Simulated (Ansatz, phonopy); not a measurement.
# Grüneisen parameters and expansion of GaP (F-43m), part 4 of 4

Aim: how the vibrations of GaP shift with volume, and the expansion that follows.

What experiment has found for this phase:
- volume expansion coefficient 15.9 1e-6/K, heat capacity C_P per formula unit 44.2 J/mol/K and bulk modulus 88.7 GPa near room temperature (given in “High-Throughput Prediction of Finite-Temperature Properties using the Quasi-Harmonic Approximation”, 2016, arXiv:1603.06924)

Ansatz 0.2.0; DFT LDA, scalar-relativistic, plane waves, PAW.

So far. Step 14 (A cell at another volume, V/V0 1.05): The run ends at a pressure of -3.95 GPa. Step 15 (Lattice dynamics at this volume, V/V0 1.05): No mode is imaginary beyond numerical noise at the solved wavevectors. The highest zone-centre mode (no LO–TO term) moved by -5.8 % for a volume change of +5.0 %.

## 16. Mode Grüneisen parameters (continued)

Mean mode Grueneisen parameter against wavenumber:

| wavenumber (cm⁻¹) | mean mode Grueneisen parameter |
| --- | --- |
| 7 | - |
| 20 | -0.0656 |
| 33 | -0.0429 |
| 46 | 0.143 |
| 60 | -0.144 |
| 73 | -0.327 |
| 86 | -0.464 |
| 99 | -0.445 |
| 112 | -0.177 |
| 126 | 0.144 |
| 139 | 0.277 |
| 152 | 1.06 |
| 165 | 1.07 |
| 178 | 1.05 |
| 192 | 1.04 |
| 205 | 1.04 |
| 218 | 1.03 |
| 231 | 1.01 |
| 244 | 1.01 |
| 258 | - |
| 271 | - |
| 284 | - |
| 297 | - |
| 310 | - |
| 324 | 1.31 |
| 337 | 1.33 |
| 350 | 1.34 |
| 363 | 1.39 |
| 377 | 1.26 |
| 390 | 1.26 |

Volume series, by row:

| V/V0 | V (Å³/atom) | pressure (GPa) | E - E0 (meV/atom) | gap (eV) | zero-point energy (meV/atom) | lowest on the path (cm⁻¹) | highest at Gamma without the LO-TO term (cm⁻¹) |
| --- | --- | --- | --- | --- | --- | --- | --- |
| 0.97 | 19 | 2.932 | 5.218 | 1.365 | 48.16 | 0 | 378.6 |
| 0.985 | 19.29 | 1.404 | 1.262 | 1.399 | 47.38 | 0 | 371.6 |
| 1 | 19.59 | -0.005 | 0 | 1.431 | 46.62 | 0 | 364.9 |
| 1.015 | 19.88 | -1.303 | 1.207 | 1.461 | 45.87 | 0 | 358.3 |
| 1.03 | 20.18 | -2.499 | 4.712 | 1.486 | 45.13 | 0 | 351.9 |
| 1.05 | 20.57 | -3.947 | 12.62 | 1.451 | 44.17 | 0 | 343.6 |

The optical frequency at Gamma without the LO-TO term, mode 4 by V/V0:

| V/V0 | optical frequency at Gamma without the LO-TO term, mode 4 (cm⁻¹) |
| --- | --- |
| 0.9700 | 379 |
| 0.9850 | 372 |
| 1.0000 | 365 |
| 1.0150 | 358 |
| 1.0300 | 352 |
| 1.0500 | 344 |

Grüneisen at points, by row:

| point | branch | frequency (cm⁻¹) | mode Grüneisen parameter |
| --- | --- | --- | --- |
| Γ | 4 | 364.9 | 1.22 |
| Γ | 6 | 395.2 | 1.05 |
| X | 1 | 101.5 | -1.12 |
| X | 3 | 251.2 | 0.99 |
| X | 4 | 362.1 | 1.5 |
| X | 6 | 366.9 | 1.2 |
| U | 1 | 105.7 | -0.76 |
| U | 2 | 133.6 | 0.18 |
| U | 3 | 226.7 | 1.07 |
| U | 4 | 336.4 | 1.34 |
| U | 5 | 359.7 | 1.48 |
| U | 6 | 392.6 | 1.34 |
| K | 1 | 105.7 | -0.76 |
| K | 2 | 133.6 | 0.18 |
| K | 3 | 226.7 | 1.07 |
| K | 4 | 336.4 | 1.34 |
| K | 5 | 359.7 | 1.48 |
| K | 6 | 392.6 | 1.34 |
| L | 1 | 78.9 | -1.24 |
| L | 3 | 233.1 | 0.84 |
| L | 4 | 362.8 | 1.38 |
| L | 6 | 370.6 | 1.3 |
| W | 1 | 123.5 | 0.08 |
| W | 2 | 142.7 | 0 |
| W | 3 | 216.4 | 1.15 |
| W | 4 | 328.4 | 1.31 |
| W | 5 | 364.2 | 1.5 |
| W | 6 | 393.3 | 1.34 |

## 17. Quasi-harmonic fit by phonopy

Numbers from this step:

* volume expansion coefficient at 300 K: 14.88 1e-6/K
* isothermal bulk modulus at 300 K: 86.8 GPa
* C_P at 300 K: 21.82 J/mol-atom/K
* Grüneisen parameter at 300 K: 0.706

Table of energy (each curve on its own zero) by volume; values in meV/atom:

| volume (Å³/atom) | static | F at 0 K | F at 300 K | F at 900 K |
| --- | --- | --- | --- | --- |
| 19.000 | 5.22 | 7.15 | 7.98 | 12.1 |
| 19.294 | 1.26 | 2.42 | 2.97 | 5.58 |
| 19.588 | 0 | 0.4 | 0.63 | 1.64 |
| 19.882 | 1.21 | 0.85 | 0.75 | 0.1 |
| 20.176 | 4.71 | 3.62 | 3.14 | 0.77 |
| 20.567 | 12.6 | 10.6 | 9.55 | 4.82 |

Phonopy-qha, vinet fit of F(V) at each temperature; no electronic free energy. Qha vinet, by row:

| T (K) | fitted volume (Å³/atom) | alpha_V (1e-6/K) | B_T (GPa) | C_P (J/mol-atom/K) | Grueneisen |
| --- | --- | --- | --- | --- | --- |
| 100 | 19.68 | 3.07 | 88.54 | 10.93 | 0.2939 |
| 150 | 19.68 | 7.71 | 88.19 | 15.67 | 0.5141 |
| 200 | 19.69 | 11.14 | 87.76 | 18.73 | 0.62 |
| 250 | 19.71 | 13.39 | 87.29 | 20.62 | 0.6743 |
| 300 | 19.72 | 14.88 | 86.8 | 21.82 | 0.7056 |
| 350 | 19.73 | 15.92 | 86.31 | 22.61 | 0.7255 |
| 400 | 19.75 | 16.69 | 85.8 | 23.17 | 0.7392 |
| 450 | 19.77 | 17.28 | 85.29 | 23.57 | 0.7492 |
| 500 | 19.78 | 17.76 | 84.78 | 23.87 | 0.757 |
| 550 | 19.8 | 18.16 | 84.27 | 24.1 | 0.7633 |
| 600 | 19.82 | 18.51 | 83.75 | 24.28 | 0.7687 |
| 650 | 19.84 | 18.82 | 83.24 | 24.43 | 0.7733 |
| 700 | 19.86 | 19.1 | 82.72 | 24.56 | 0.7775 |
| 750 | 19.88 | 19.36 | 82.21 | 24.66 | 0.7813 |
| 800 | 19.9 | 19.6 | 81.69 | 24.75 | 0.7848 |
| 850 | 19.92 | 19.84 | 81.17 | 24.83 | 0.7881 |

Table of volume expansion coefficient, phonopy-qha, Vinet by temperature:

| temperature (K) | volume expansion coefficient, phonopy-qha, Vinet (1e-6/K) |
| --- | --- |
| 75 | 0.96 |
| 100 | 3.07 |
| 125 | 5.48 |
| 150 | 7.71 |
| 175 | 9.6 |
| 200 | 11.1 |
| 225 | 12.4 |
| 250 | 13.4 |
| 275 | 14.2 |
| 300 | 14.9 |
| 325 | 15.4 |
| 350 | 15.9 |
| 375 | 16.3 |
| 400 | 16.7 |
| 425 | 17 |
| 450 | 17.3 |
| 475 | 17.5 |
| 500 | 17.8 |
| 525 | 18.0 |
| 550 | 18.2 |
| 575 | 18.3 |
| 600 | 18.5 |
| 625 | 18.7 |
| 650 | 18.8 |
| 675 | 19.0 |
| 700 | 19.1 |
| 725 | 19.2 |
| 750 | 19.4 |
| 775 | 19.5 |
| 800 | 19.6 |
| 825 | 19.7 |
| 850 | 19.8 |
| 875 | 19.9 |

The fit gives a volume expansion of 14.9 × 10⁻⁶/K at 300 K.

## 18. Summary of results

- volume expansion coefficient at 300 K: 14.88 1e-6/K
- isothermal bulk modulus at 300 K: 86.8 GPa
- C_P at 300 K: 21.82 J/mol-atom/K
- Grüneisen parameter at 300 K: 0.706
- mean mode Grüneisen parameter at 300 K: 0.688

Near room temperature GaP expands by 14.9 × 10⁻⁶/K in volume by LDA, with C_P = 21.8 J/(mol K) per mole of atoms and B_T = 86.8 GPa. C_P at room temperature is 87 % of the classical 3R an atom, so the stiffest modes are still partly frozen out. A measured volume expansion coefficient near room temperature is 15.9 1e-6/K (arXiv:1603.06924); the calculated 14.9 1e-6/K differs by -6 %. A measured bulk modulus near room temperature is 88.7 GPa (arXiv:1603.06924); the calculated 86.8 GPa differs by -2 %. The table does not say whether its value is isothermal or adiabatic. A measured heat capacity per formula unit near room temperature is 44.2 J/mol/K (arXiv:1603.06924); the calculated 43.6 J/mol/K differs by -1 %. The heat-capacity-weighted Grüneisen parameter goes from -0.128 at 50 K to 0.748 at 800 K; 22 % of the modes stiffen on expansion. Weighting γ by the density of states and each mode's heat capacity at 300 K, the lowest third of the frequency range (cuts at 130 and 260 cm⁻¹) pulls the cell inward, while the rest pushes it outward. Among the labelled points γ is largest for branch 4 at X (362 cm⁻¹, 1.5) and most negative for branch 1 at L (78.9 cm⁻¹, -1.2). The log warns that the k-mesh is coarse for the response calculation and asks for a check on a denser one. The interpolation has no quadrupole term, so branches near the zone centre are less sure, since this crystal has sites that are not centres of inversion. The PAW files were made for PBE and are used here under another functional, for which the program regenerates the frozen cores.

[Hosts, paths, dates, database ids (printed as entryN), source tags and the programs' standing remarks are cut or masked in the printed files.]

[A step with changed settings may run another functional than the one named; its input shows which.]

[Of the runs on displaced cells, only some may be shown.]
